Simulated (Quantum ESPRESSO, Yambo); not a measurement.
# PtSe2 (1T monolayer): G0W0 with Yambo, start to end, part 2 of 3

How does a plane-wave GW calculation on PtSe2 (1T monolayer) run from the first input to the gap?

Quantum ESPRESSO 7.5 and Yambo 5.3.0; PBE and many-body steps on it, plane waves. Known limits of the many-body steps: not at the basis limit; no spin polarisation; d states lean on the start; no spin-orbit coupling.

So far. Step 2 (Ground state): The gap is indirect, with the least direct gap 0.12 eV higher. Step 3 (Bands along the symmetry lines): The gap is 1.404 eV, +0.012 eV from the run before at this level.

### Step 4. Empty states on the mesh, 6×6×1 mesh, 132 bands

Level of this step: DFT, PBE, plane waves, norm-conserving pseudopotentials (Quantum ESPRESSO).

The sums over transitions need many empty states on a uniform mesh; this step solves for them.

pw.in

```
&control
  calculation = 'nscf'
  prefix = 'x'
  outdir = 'o'
  pseudo_dir = 'pseudo'
/
&system
  ibrav = 0
  nat = 3
  ntyp = 2
  ecutwfc = 104.0
  nbnd = 132
  force_symmorphic = .true.
/
&electrons
  conv_thr = 1e-9
  electron_maxstep = 80
  diago_full_acc = .true.
  diago_thr_init = 5e-6
/
ATOMIC_SPECIES
  Pt 195.08 Pt.upf
  Se 78.971 Se.upf
CELL_PARAMETERS angstrom
  3.7489144268 -0.0000000002 0.0000000000
  -1.8744572132 3.2466551303 0.0000000000
  0.0000000000 0.0000000000 15.0000000000
ATOMIC_POSITIONS crystal
  Pt 0.0000000000 0.0000000000 0.5000000000
  Se 0.3333333333 0.6666666667 0.5871293917
  Se 0.6666666667 0.3333333333 0.4128706083
K_POINTS automatic
  6 6 1 0 0 0
```

Run with:

```sh
> OMP_NUM_THREADS=1 mpirun -n 8 pw.x -nk 4 -in pw.in > pw.out
```

The log of the run:

```text
[banner, memory and clock lines left out]
Program PWSCF v.7.5 starts

     Atomic positions and unit cell read from directory:
     o/x.save/

     Message from routine setup:
     using ibrav=0 with symmetry is DISCOURAGED, use correct ibrav instead

     bravais-lattice index     =            0
     lattice parameter (alat)  =       7.0844  a.u.
     unit-cell volume          =    1232.0534 (a.u.)^3
     number of atoms/cell      =            3
     number of atomic types    =            2
     number of electrons       =        66.00
     number of Kohn-Sham states=          132
     kinetic-energy cutoff     =     104.0000  Ry
     charge density cutoff     =     416.0000  Ry
     Exchange-correlation= PBE
                           (   1   4   3   4   0   0   0)

     celldm(1)=   7.084422  celldm(2)=   0.000000  celldm(3)=   0.000000
     celldm(4)=   0.000000  celldm(5)=   0.000000  celldm(6)=   0.000000

     crystal axes: (cart. coord. in units of alat)
               a(1) = (   1.000000  -0.000000   0.000000 )
               a(2) = (  -0.500000   0.866025   0.000000 )
               a(3) = (   0.000000   0.000000   4.001158 )

     reciprocal axes: (cart. coord. in units 2 pi/alat)
               b(1) = (  1.000000  0.577350 -0.000000 )
               b(2) = (  0.000000  1.154701 -0.000000 )
               b(3) = ( -0.000000 -0.000000  0.249928 )
     Pseudo is Norm-conserving + core correction, Zval = 18.0
     Generated using ONCVPSP code by D. R. Hamann
     Using radial grid of 1374 points,  8 beta functions with:
     Pseudo is Norm-conserving + core correction, Zval = 24.0
     Generated using ONCVPSP code by D. R. Hamann
     Using radial grid of 1214 points,  6 beta functions with:
     Pt               18.00   195.08000     Pt( 1.00)
     Se               24.00    78.97100     Se( 1.00)

     12 Sym. Ops., with inversion, found

   Cartesian axes

     site n.     atom                  positions (alat units)
         1        Pt     tau(   1) = (   0.0000000   0.0000000   2.0005791  )
         2        Se     tau(   2) = (  -0.0000000   0.5773503   2.3491976  )
         3        Se     tau(   3) = (   0.5000000   0.2886751   1.6519607  )

     number of k points=     7
                       cart. coord. in units 2pi/alat
        k(    1) = (   0.0000000   0.0000000   0.0000000), wk =   0.0555556
        k(    2) = (   0.0000000   0.1924501   0.0000000), wk =   0.3333333
        k(    3) = (   0.0000000   0.3849002   0.0000000), wk =   0.3333333
        k(    4) = (  -0.0000000  -0.5773503   0.0000000), wk =   0.1666667
        k(    5) = (   0.1666667   0.2886751   0.0000000), wk =   0.3333333
        k(    6) = (   0.1666667   0.4811252   0.0000000), wk =   0.6666667
        k(    7) = (   0.3333333   0.5773503   0.0000000), wk =   0.1111111

     Dense  grid:   176153 G-vectors     FFT dimensions: (  45,  45, 192)

     The potential is recalculated from file :
     o/x.save/charge-density

     Starting wfcs are   36 randomized atomic wfcs +   96 random wfcs

     Band Structure Calculation

     End of band structure calculation

          k = 0.0000 0.0000 0.0000 ( 22077 PWs)   bands (ev):

  -207.1183-207.1183-146.6054-146.6054-146.6054-146.6054-146.5598-146.5597
   -97.9264 -52.0749 -52.0749 -52.0007 -46.7796 -46.7796 -46.7781 -46.7781
   -46.7381 -46.7381 -46.7353 -46.7353 -46.7226 -46.7222 -13.3238 -11.5553
    -4.4193  -4.4193  -4.3805  -2.1757  -2.1757  -0.6013   0.0320   0.5741
[...]
[... 5 further rows ...]
[...]
39.1437  39.4074  40.3143  40.4517

          k = 0.0000 0.1925 0.0000 ( 22096 PWs)   bands (ev):

  -207.1183-207.1183-146.6054-146.6054-146.6054-146.6054-146.5597-146.5597
[...]
[... 5 further rows ...]
[...]
39.7834  40.4344  40.7554  40.8723

          k = 0.0000 0.3849 0.0000 ( 22120 PWs)   bands (ev):

  -207.1183-207.1183-146.6054-146.6054-146.6054-146.6054-146.5597-146.5597
[...]
22.3457  23.0987  23.2591  23.4038  23.8202  23.9342  24.5238  24.5632
     [... 5 further rows ...]
    36.2015  36.4005  36.8655  36.8773  37.2202  37.5362  37.5893  37.7330
    37.7656  37.9256  38.3340  38.8637

          k =-0.0000-0.5774 0.0000 ( 21972 PWs)   bands (ev):

     [... further k-points ...]

     highest occupied, lowest unoccupied level (ev):     0.5741    2.2407

     XML data file, pseudopotentials, collected wavefunctions
```

Elapsed: 31 s, on 8 MPI ranks of Arm Neoverse V1, shared host; peak memory 1.5 GiB.

This step gave:

* gap: 1.667 eV
* k of the valence top: 0, 0, 0
* k of the conduction bottom: 0, 0.1667, 0
* least direct gap: 1.737 eV
* k points computed: 7
* lowest point of the top converged band, above the valence top: 37.87 eV

On this mesh the gap is 1.667 eV. The earlier step found 1.392 eV, so this mesh misses an edge.

### Step 5. Conversion and set-up

This step: Yambo 5.3.0; conversion and set-up on PBE, plane waves, norm-conserving pseudopotentials.

The states are converted to the many-body program's format and the q mesh is built.

Run with:

```sh
> (cd o/x.save; p2y > p2y.log; mv SAVE ../..); yambo > setup.log
```

The log of the run:

```text
 Yambo, version 5.3.0

 [02] CORE Variables Setup
 =========================

  [02.01] Unit cells
  ==================

  Cell kind             :  HCP
  Atoms in the cell     :  Pt  Se
  number of Pt atoms    :  1
  number of Se atoms    :  2

  List of atomic masses
  Mass of Pt    :  195.0800
  Mass of Se    :  78.97100

  List of atomic coordinates    : [cc]
  Pt1       :   0.00000   0.00000  14.17295  order 1
  Se1       : -0.10226E-09   4.0902       16.643      order 2
  Se2       :   3.54221   2.04510  11.70319  order 3

  Alat factors          :   7.08442   6.13529  28.34589 [a.u.]
  Direct lattice volume :   1232.05    [a.u.]
  Direct lattice vectors:  A[ 1 ]  A[ 2 ]  A[ 3 ]
   A[ 1 ]:   1.0000     -0.61602E-10   0.0000      [iru]
    7.0844     -0.37795E-09   0.0000      [cc]
   A[ 2 ]: -0.500000  1.000000  0.000000  [iru]
  -3.542211  6.135289  0.000000  [cc]
   A[ 3 ]:  0.000000  0.000000  1.000000  [iru]
    0.00000   0.00000  28.34589  [cc]

  Recip. lattice volume :  0.201331 [a.u.]
  Recip. lattice vectors:  B[ 1 ]  B[ 2 ]  B[ 3 ]
   B[ 1 ]:  1.000000  0.500000  0.000000  [iku]
   0.886902  0.512053 -0.000000  [cc]
   B[ 2 ]:  0.61602E-10   1.0000       0.0000      [iku]
   0.54635E-10   1.0241      -0.0000      [cc]
   B[ 3 ]:  0.000000  0.000000  1.000000  [iku]
  -0.000000 -0.000000  0.221661  [cc]

  [02.02] Symmetries
  ==================

  Inversion symmetry    : yes
  Spatial inversion     : yes
  Inversion index       :   7
  K-space Time-reversal : no
  Magnetic symmetries   : no
  Group table correct   : yes
  Symmetries units      :  [cc]

   [S  1]:   1.0000     -0.13238E-25   0.0000     -0.53768E-16   1.0000       0.0000       0.0000       0.0000       1.0000
   [S  2]:   1.0000     -0.10670E-09   0.0000     -0.12320E-09  -1.0000       0.0000       0.0000       0.0000      -1.0000
   [S  3]: -0.500000  0.866025  0.000000 -0.866025 -0.500000  0.000000  0.000000  0.000000  1.000000
[...]
[S 11]:  0.500000  0.866025  0.000000  0.866025 -0.500000  0.000000  0.000000  0.000000  1.000000
   [S 12]:  0.500000 -0.866025  0.000000 -0.866025 -0.500000  0.000000  0.000000  0.000000  1.000000

  [02.03] Reciprocal space
  ========================

  nG shells         :   7669
  nG charge         :  176153
  nG WFs            :  25955
  nC WFs            :  22120
  G-vecs. in first 80 shells:  [ Number ]
     1    3    5    7    9   15   27   29   41
    53   55   67   79   81   93   95  101  113
   125  137  149  161  163  175  181  193  205
[...]
787   811   823   835   847   871   883   885
  ...
  Shell energy in first 80 shells:  [ mHa ]
[...]
4545.78      4554.27      4555.18      4676.19      4719.57      4744.13      4815.10      4817.83      4874.55
    4940.67      5070.17      5110.82      5112.64      5243.05      5333.74      5339.50      5527.54      5603.97
[...]
K/Q-points units:
  rlu = crystal or reduced units; cc = cartesian coordinates; iku = interal k-units

  K [1]          [rlu]:  0.000000  0.000000  0.000000
         WF components:  22077
  K [2]          [rlu]:  0.98705E-27  0.16667       0.0000
         WF components:  22096
  K [3]          [rlu]: -0.77194E-26  0.33333       0.0000
         WF components:  22120
  K [4]          [rlu]: -0.45228E-26 -0.50000       0.0000
         WF components:  21972
  K [5]          [rlu]:  0.166667  0.166667  0.000000
         WF components:  22081
  K [6]          [rlu]:  0.166667  0.333333  0.000000
         WF components:  22017
  K [7]          [rlu]:  0.333333  0.333333  0.000000
         WF components:  22014

  [02.05] Energies & Occupations
  ==============================

  [X] === General ===
  [X] Electronic Temperature                        :  0.000000  0.000000 [eV K]
  [X] Bosonic    Temperature                        :  0.000000  0.000000 [eV K]
  [X] Finite Temperature mode                       : no
  [X] El. density                                   :  0.36150E+24 [cm-3]
  [X] Fermi Level                                   :  0.574138 [eV]

  [X] === Gaps and Widths ===
  [X] Conduction Band Min                           :  1.666515 [eV]
  [X] Valence Band Max                              :  0.000000 [eV]
  [X] Filled Bands                                  :   33
  [X] Empty Bands                                   :   34  132
  [X] Direct Gap                                    :  1.736813 [eV]
  [X] Direct Gap localized at k                     :  2
  [X] Indirect Gap                                  :  1.666515 [eV]
  [X] Indirect Gap between kpts                     :  1  2
  [X] Last valence band width                       :  1.332404 [eV]
  [X] 1st conduction band width                     :  1.290394 [eV]

  E @ K [1]:  [eV]
  -207.6924 -207.6924 -147.1795 -147.1795 -147.1795 -147.1795 -147.1339 -147.1339
[...]
occ @ K [1]
[...]
E @ K [2]:  [eV]
[...]
occ @ K [2]
[...]
E @ K [3]:  [eV]
[...]
occ @ K [3]
[...]
E @ K [4]:  [eV]
[...]
occ @ K [4]
[...]
E @ K [5]:  [eV]
[...]
occ @ K [5]
[...]
E @ K [6]:  [eV]
[...]
occ @ K [6]
[...]
E @ K [7]:  [eV]
[...]
occ @ K [7]
[...]
0.000000  0.000000  0.000000  0.000000  0.000000  0.000000  0.000000  0.000000
   0.000000  0.000000  0.000000  0.000000  0.000000  0.000000  0.000000  0.000000

 [03] Transferred momenta grid and indexing
 ==========================================

 IBZ Q-points                                      :   7
 BZ  Q-points                                      :   36

 K/Q-points units:
 rlu = crystal or reduced units; cc = cartesian coordinates; iku = interal k-units

 Q [1]          [rlu]:  0.000000  0.000000  0.000000
 Q [2]          [rlu]: -0.10348E-16  0.16667       0.0000
 Q [3]          [rlu]: -0.20695E-16  0.33333       0.0000
 Q [4]          [rlu]:  0.31043E-16 -0.50000       0.0000
 Q [5]          [rlu]:  0.166667  0.166667  0.000000
 Q [6]          [rlu]:  0.166667  0.333333  0.000000
 Q [7]          [rlu]:  0.333333  0.333333  0.000000

  [03.01] X indexes
  =================

   [03.01.01] Sigma indexes
   ========================

 [06] Game Over & Game summary
```

It took 4 s on 1 MPI rank; peak memory 0.27 GiB.

[end of part 2 of 3]

[Paths, hosts, dates, memory and timing lines, banners, echoed tables and standing remarks are left out of the program output.]

[Logs are printed without paths, hosts, clocks, repeated set-up lines and the standing remarks that a program may print on its own settings, such as how far it seeks lower states.]

[Runs of the session that timed out or met a known fault of the program may be left out.]

[Hosts, paths, dates, database ids (printed as entryN), source tags and the programs' standing remarks are cut or masked in the printed files.]
